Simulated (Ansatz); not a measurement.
Records of electronic-structure calculations.

```xyz
20
Lattice="5.805 0.000 0.000 0.000 6.638 0.000 -3.539 0.000 10.182" Properties=species:S:1:pos:R:3 pbc="T T T" subject="From PBE to G0W0: C2S3 (P2_1/c)" method="DFT, PBE, plane waves, PAW; PAW set soft_1 (and 1 further level or step)" program="Ansatz 0.2.0" settings_of_one_run="cutoff 420 eV, 4×4×2 k-mesh, smearing width 0.02 eV, PAW set soft 1" cost="3 runs, 1.8 min in all on 1 × NVIDIA H100 80GB HBM3 (shared by 6 runs) with 2 threads of AMD EPYC 7R13 (Zen 3), shared host (the runs of this entry)" notes="The start is a cell from the Crystallography Open Database. Bands and cutoff are finite, so the gap is not at the basis limit. The miss can reach some tenths of an eV and take either sign; the mesh is an error of its own. The 4×2×2 mesh is coarse for this cell (its supercell is 13 Å along the shortest edge). The RPA ε∞ on it, from the PBE start, is 4.11, 4.66 and 5.04; such meshes misread the long-range screening, most where the gap is narrow." pbe_gap="1.59 eV, indirect (only 17 meV under the direct gap)" g0w0_gap_on_the_mesh="2.80 eV, from k = (-0.500, 0.000, 0.000) to k = Γ" gw_settings="4×2×2 mesh, 1027 empty bands, screening to 110 eV, PAW set soft_1 files" known_limits="not at the basis limit; coarse k mesh"
C     2.344    6.609    0.396
C     1.691    3.290    4.695
C    -0.078    0.029    9.786
C     0.575    3.348    5.487
C    -1.508    2.073    9.110
C     2.004    5.392    6.163
C     3.773    4.564    1.072
C     0.262    1.246    4.019
S     1.176    1.235    0.198
S     2.860    4.554    4.893
S     1.090    5.403    9.984
S    -0.594    2.084    5.289
S     0.024    1.358    8.681
S     0.472    4.677    6.592
S     2.242    5.280    1.501
S     1.794    1.961    3.590
S    -2.104    3.410    8.341
S     2.601    0.092    6.932
S     4.370    3.227    1.841
S    -0.335    6.546    3.250
```

[Paths, hosts, dates, memory and timing lines, banners, echoed tables and standing remarks are left out of the program output.]

[Logs are printed without paths, hosts, clocks, repeated set-up lines and the standing remarks that a program may print on its own settings, such as how far it seeks lower states.]

[Runs of the session that timed out or met a known fault of the program may be left out.]

[Cells called generated may have been cut or substituted from an entry of the Crystallography Open Database or the Materials Project.]

[Hosts, paths, dates, database ids (printed as entryN), source tags and the programs' standing remarks are cut or masked in the printed files.]
